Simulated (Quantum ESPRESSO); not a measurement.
### Fixed-spin-moment curve of Co

The structure is hexagonal, space group P6_3/mmc (No. 194). The conventional cell has a = 2.507 Å, b = 2.507 Å, c = 4.070 Å, α = 90.00°, β = 90.00°, γ = 120.00°. Nearest to Co lie 12 Co at 2.50 to 2.51 Å.

```
CELL_PARAMETERS angstrom
2.50700 0.00000 0.00000
-1.25350 2.17113 0.00000
0.00000 0.00000 4.07000
ATOMIC_POSITIONS crystal
Co 0.33333 0.66667 0.25000
Co 0.66667 0.33333 0.75000
```

| Quantity | Value |
| --- | --- |
| method | PBE; plane waves with GBRV 1.5 PBE potentials, no spin-orbit coupling (and 1 further level or step) |
| program | Quantum ESPRESSO 7.5 |
| settings of one run | GBRV 1.5 PBE, potential files Co: co_pbe_v1.2.uspp.F.UPF, cutoff 544.23 eV, 18×18×10 k-mesh, 26 bands, fermi-dirac occupations, smearing width 0.05 eV, collinear spin, SCF threshold 4.00e-9, starting moments 2 2 μB |
| cost | 13 runs, 5.4 min in all on 4 MPI ranks of Intel Xeon at 2.70GHz, shared host (the runs of this entry) |
| notes | The run is spin-polarised, with a total moment of 3.29 μB a cell (absolute 3.67). All runs start parallel; opposed orders may lie lower. |
| moment of the free run | 3.29 μB a cell |
| energy at zero total moment | 584 meV a cell over the lowest |
| ΔE/ΔM² from the lowest point to 3.67 and to 2.85 μB | 323 and 386 meV/μB² |

At zero total moment the site moments vanish, so the 584 meV a cell is the energy of forming them. The points show one minimum alone.

[Logs and program files are shortened in this print: banners, set-up blocks, solver, clock and traceback lines can be left out without a mark of their own.]

[Logs are printed without paths, hosts, clocks, repeated set-up lines and the standing remarks that a program may print on its own settings, such as how far it seeks lower states.]

[Hosts, paths, dates, database ids (printed as entryN), source tags and the programs' standing remarks are cut or masked in the printed files.]

[Where a cell is said to come from a database of computed structures, the database is the Materials Project.]
